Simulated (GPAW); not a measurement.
# The O K excitation threshold of Al2O3 (Corundum, R-3c) under uniform strain

For each volume the threshold was computed as E(hole) − E(ground) plus the lowest empty eigenvalue of the hole cell (GPAW, revPBE, 10-atom cell, total energies on 5×5×5 k points, the eigenvalue on 7×7×7, hole spin-paired). The values are raw, 9 eV above the value with the free atom's term for the hole's spin taken off; only their change is used. The threshold is the spectrum's zero, where absorption may be weak, not the visible edge.

| volume | ln(V/V₀) | threshold (eV) |
| --- | --- | --- |
| V × 0.94 | -0.06188 | 542.940 |
| V × 0.97 | -0.03046 | ? |
| V × 1 | +0.00000 | 542.178 |
| V × 1.03 | +0.02956 | 541.821 |
| V × 1.06 | +0.05827 | 541.481 |

Question: Fit a straight line in ln(V/V₀), give its slope, and predict the threshold at V × 0.97.

The means of the given rows are x̄ = +0.00649 and Ē = 542.105 eV. Σ(x − x̄)(E − Ē) = -0.09643 and Σ(x − x̄)² = 0.00793, so the slope is -12.16 eV, and the line passes the given rows within 0.006 eV. At x = -0.03046 it gives 542.105 + (-12.16) × (-0.03695) = 542.554 eV. The run gives 542.550 eV, a miss of +0.004 eV over a total move of -1.459 eV. The slope is the clamped-ion volume deformation potential of the lowest empty level of the hole cell on this mesh (the hole may pull it below the band edge) against the O 1s level, with the hole's relaxation included: the threshold falls by 0.122 eV for 1 % of expansion. The charged cell's image error also scales with the cell's size and isn't taken out.

[Hosts, paths, dates, database ids (printed as entryN), source tags and the programs' standing remarks are cut or masked in the printed files.]

[Lists of maxima count a maximum above −3 eV only where it reaches 4 % of the highest in the window and stands out from its surroundings by 2 % of it (1.5 % where it reaches 55 %); shoulders and weaker maxima are passed over, and of the rest the first, up to two pre-edge ones and the few strongest are named.]
